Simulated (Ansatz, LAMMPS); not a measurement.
# Amorphous 50SiO2-50GeO2 (mol %) (96 atoms): geometry optimisation, part 3 of 3

How does amorphous 50SiO2-50GeO2 (mol %) (96 atoms) relax, and what do bonds, charges and levels look like afterwards?

Ansatz 0.2.0; Kohn-Sham DFT, PBE, PAW (set soft_2), plane waves.

The cell: 16 Si, 16 Ge and 64 O. The quench rate of 50 K/ps far exceeds what a furnace or splat quench reaches. The network of bonds at the start is that of the classical potential that made the cell. Sampling is at Γ alone, for a cell whose shortest periodic width is 11 Å.

So far. Step 4 (Cell and atoms relaxed): The relaxation changed the energy by -77.3 meV/atom, and atoms moved by 0.33 Å r.m.s., 0.83 Å at most.

## 7. Functional HSE06

HSE06 mixes in a quarter of exact exchange at short range, which counters self-interaction, at a higher cost.

This step: Kohn-Sham DFT, HSE06, PAW (set soft_2), plane waves (Ansatz 0.2.0).

File input.yaml:

```yaml
crystal:
  lattice:
    - [10.97876, -0.15559, -0.09718]
    - [-0.15559, 11.07587, -0.14592]
    - [-0.09718, -0.14592, 11.50122]
  atoms:
    [... the 96 atom lines of step 6 ...]
kpoints:
  mp_grid: { grid: [1, 1, 1] }
hamiltonian:
  xc: hse06
scf:
  occupations: { method: fermi_dirac, width: 0.025 }
output:
  forces: true
  stress: true
  populations: true
  dos:
    method: { smearing: { sigma: 0.08 } }
    de: 0.05
    projected: { site_lists: { Ge: [Ge], O: [O], Si: [Si] } }
  eigenvalues: true
```

The run is started by

```sh
$ ansatz run input.yaml --threads 4 --pin off --max-ram 8192MiB --backend cpu --events-out ev --progress --plain --runs-dir out
```

Wall time 6.2 min (4 threads of Arm Neoverse V2, shared host); peak memory 4.9 GiB; 24 min of CPU time.

The program notes that the exchange threshold is loose for the stress and the SCF threshold is loose for the stress.

Geometry and reference: those of the single point at the relaxed geometry.

Forces differ from those of the single point at the relaxed geometry by 250 meV/Å r.m.s.; the pressure by -5.6 GPa and the gap by +1.9 eV. It took 6.2 min and 19 cycles; the reference's time can't be set against it, since the two runs asked for unlike analyses.

Numbers from this run:

```yaml
free_energy: -115265.9948 eV
free_energy_per_atom: -1200.6874 eV/atom
scf_cycles: 19
pressure: -5.62 GPa
r_m_s_force_component: 0.25 eV/Å
longest_force: 0.8157 eV/Å
fermi_energy: 3.678 eV
spacing_of_highest_filled_and_lowest_empty_level: 5.218 eV
spilling_of_the_projection: 0.008735
```

Length of the force by element:

| element | coordination | atoms | mean length of the force (eV/Å) | spread | least | most |
| --- | --- | --- | --- | --- | --- | --- |
| Ge | all | 16 | 0.131 | 0.0645 | 0.0429 | 0.272 |
| O | all | 64 | 0.497 | 0.164 | 0.143 | 0.816 |
| Si | all | 16 | 0.086 | 0.0317 | 0.0378 | 0.146 |

Löwdin charges by element (they lack the spilled electrons, 0.061 e an atom on average):

| element | coordination | atoms | mean charge (e) | spread | least | most |
| --- | --- | --- | --- | --- | --- | --- |
| Ge | all | 16 | 1.71 | 0.0178 | 1.67 | 1.74 |
| O | all | 64 | -0.792 | 0.0188 | -0.830 | -0.754 |
| Si | all | 16 | 1.83 | 0.0122 | 1.81 | 1.85 |

Density of states as counts of states in windows of 1 eV (from the Fermi level), total and the larger projections:

| from (eV) | to (eV) | total | O p | Ge p |
| --- | --- | --- | --- | --- |
| -10 | -9 | 15.8 | 10.6 | 0.7 |
| -9 | -8 | 19.3 | 14.1 | 1.5 |
| -8 | -7 | 49.2 | 37.3 | 6.0 |
| -7 | -6 | 21.0 | 16.4 | 2.1 |
| -6 | -5 | 54.1 | 46.3 | 2.0 |
| -5 | -4 | 73.6 | 68.1 | 1.3 |
| -4 | -3 | 96.4 | 92.9 | 0.7 |
| -3 | -2 | 20.3 | 19.8 | 0.1 |
| -2 | 2 | 0.0 | 0.0 | 0.0 |
| 2 | 3 | 2.0 | 0.3 | 0.1 |
| 3 | 4 | 4.0 | 0.8 | 0.4 |
| 4 | 5 | 12.9 | 2.7 | 1.4 |

Between -26 and -10 eV lie 162 more states.

About 160 of the 672 electrons lie in deeper levels, below the stored range.

The levels nearest the highest filled one (over half full), pooled over k-points and spins:

| level less the highest filled one (eV) | occupation |
| --- | --- |
| -0.285 | 2 |
| -0.254 | 2 |
| -0.234 | 2 |
| -0.146 | 2 |
| -0.101 | 2 |
| 0 | 2 |
| 5.22 | 0 |
| 5.96 | 0 |
| 6.50 | 0 |
| 6.79 | 0 |
| 6.93 | 0 |
| 7.15 | 0 |

## 8. Functional r2SCAN (500 eV)

The meta-GGA r2SCAN uses the kinetic energy density as well as the density and its gradient. Besides, the cutoff goes from 420 to 500 eV.

This step: Kohn-Sham DFT, r2SCAN, PAW (set soft_2), plane waves (Ansatz 0.2.0).

input.yaml: that of step 7 with these lines changed.

```diff
@@ -10,3 +10,3 @@
 hamiltonian:
-  xc: hse06
+  xc: r2scan
 scf:
```

The job ended after 54 s (4 threads; peak memory 3.9 GiB; 3.5 min of CPU time).

Geometry and reference: those of the single point at the relaxed geometry.

Forces differ from those of the single point at the relaxed geometry by 199 meV/Å r.m.s.; the pressure by -5.5 GPa and the gap by +0.64 eV. It took 54 s and 10 cycles; the reference's time can't be set against it, since the two runs asked for unlike analyses.

## 9. Functional PBEsol

PBEsol restores the gradient expansion of exchange for slowly varying densities and usually gives shorter bonds in solids than PBE.

This step: Kohn-Sham DFT, PBEsol, PAW (set soft_2), plane waves (Ansatz 0.2.0).

input.yaml: that of step 8 with these lines changed.

```diff
@@ -10,3 +10,3 @@
 hamiltonian:
-  xc: r2scan
+  xc: pbesol
 scf:
```

The job ended after 21 s (4 threads; peak memory 1.9 GiB; 82 s of CPU time).

Geometry and reference: those of the single point at the relaxed geometry.

Forces differ from those of the single point at the relaxed geometry by 94 meV/Å r.m.s.; the pressure by -3.2 GPa and the gap by -0.054 eV.

## 10. All settings compared

Each row is set against the single point at the relaxed geometry (Kohn-Sham DFT, PBE, PAW (set soft_2), plane waves; r.m.s. force component 0.00326 eV/Å). Times are for 4 threads of Arm Neoverse V2, shared host. The reference's time includes grids, which some other runs skip.

| run | Δ force, r.m.s. (meV/Å) | Δ pressure (GPa) | Δ gap (eV) | cycles | time | host memory (GiB) |
| --- | --- | --- | --- | --- | --- | --- |
| reference | - | - | - | 9 | 23 s | 1.9 |
| functional HSE06 | 250 | -5.60 | 1.89 | 19 | 6.2 min | 4.9 |
| functional r2SCAN (500 eV) | 199 | -5.48 | 0.635 | 10 | 54 s | 3.9 |
| functional PBEsol | 94.0 | -3.17 | -0.0539 | 10 | 21 s | 1.9 |

## 11. Summary of results

```json
{"energy change in the relaxation": "-77.34 meV/atom", "r.m.s. displacement": "0.327 Å", "largest displacement": "0.834 Å", "free energy per atom": "-1200.5442 eV/atom", "pressure": "-0.02092 GPa", "r.m.s. force component": "0.00326 eV/Å", "gap (highest filled to lowest empty level)": "3.324 eV", "wall time of the 6 DFT runs": "12 min"}
```

**Reading.** Relaxation lowers the energy by 77.3 meV/atom and moves atoms by 0.33 Å r.m.s.; the r.m.s. force component goes from 0.75 to 0.0033 eV/Å. Displacements are taken in the final cell, so they leave out its strain. By the final cutoffs no bond was broken or made. The cell shrank by 6.0 % in volume. First to last step the energy falls by 7.425 eV, across changes of basis; the largest move, 0.83 Å, is that of O93. The O-Ge bonds change most in mean length: from 1.734 Å (spread 0.021) to 1.768 Å (spread 0.018). With the cutoffs above, all Ge atoms have 4, all O atoms have 2 and all Si atoms have 4 bonded neighbours. 100 % of the oxygens bridge two formers (Si and Ge) and 0 % are non-bridging. Between filled and empty levels lie 3.32 eV (at Γ alone); a semilocal functional tends to put such gaps too low. In a disordered cell it changes from sample to sample, and tail or defect levels can set it.

Among the changes of functional, dispersion, potentials or spin, functional HSE06 moves the forces most, by 250 meV/Å r.m.s. The gap changes by +1.89 eV with HSE06.

Caveats: The network of bonds at the start is that of the classical potential that made the cell; DFT moved the atoms only locally, and no bond changed.

[Logs are printed without paths, hosts, clocks, repeated set-up lines and the standing remarks that a program may print on its own settings, such as how far it seeks lower states.]

[Hosts, paths, dates, database ids (printed as entryN), source tags and the programs' standing remarks are cut or masked in the printed files.]
